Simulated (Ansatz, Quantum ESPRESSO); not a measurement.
# Predicting the next point of a tunnelling series: a In chain with one bond drawn out

How the rows were computed: Quantum ESPRESSO 7.5 (pw.x, pwcond.x), LDA, GBRV ultrasoft; geometry as built. T is the transmission per spin at the Fermi level. The series steps the stretch of one bond.

| added stretch (Å) | T |
| --- | --- |
| 0.5 | 2.77 |
| 1.2 | 1.67 |
| 2 | 0.505 |
| 3 | 0.0773 |

One more run was made and is withheld. What is T at 4 Å?

**Worked estimate.** In the tunnelling regime ln T falls linearly. The last two rows give a slope of ln(0.505/0.0773)/(3 − 2) = 1.877 per Å, so T(4) ≈ 0.0773 × exp(−1.877 × 1) = 0.0118.

**Check.** T = 0.011; the estimate is 1.08 times that. The slope over the last interval is 1.950: the same within 8 %. A second code, Ansatz 0.2.0, gives 0.0103.

Caveats: Short leads, unrelaxed atoms, a barrier without the image potential.
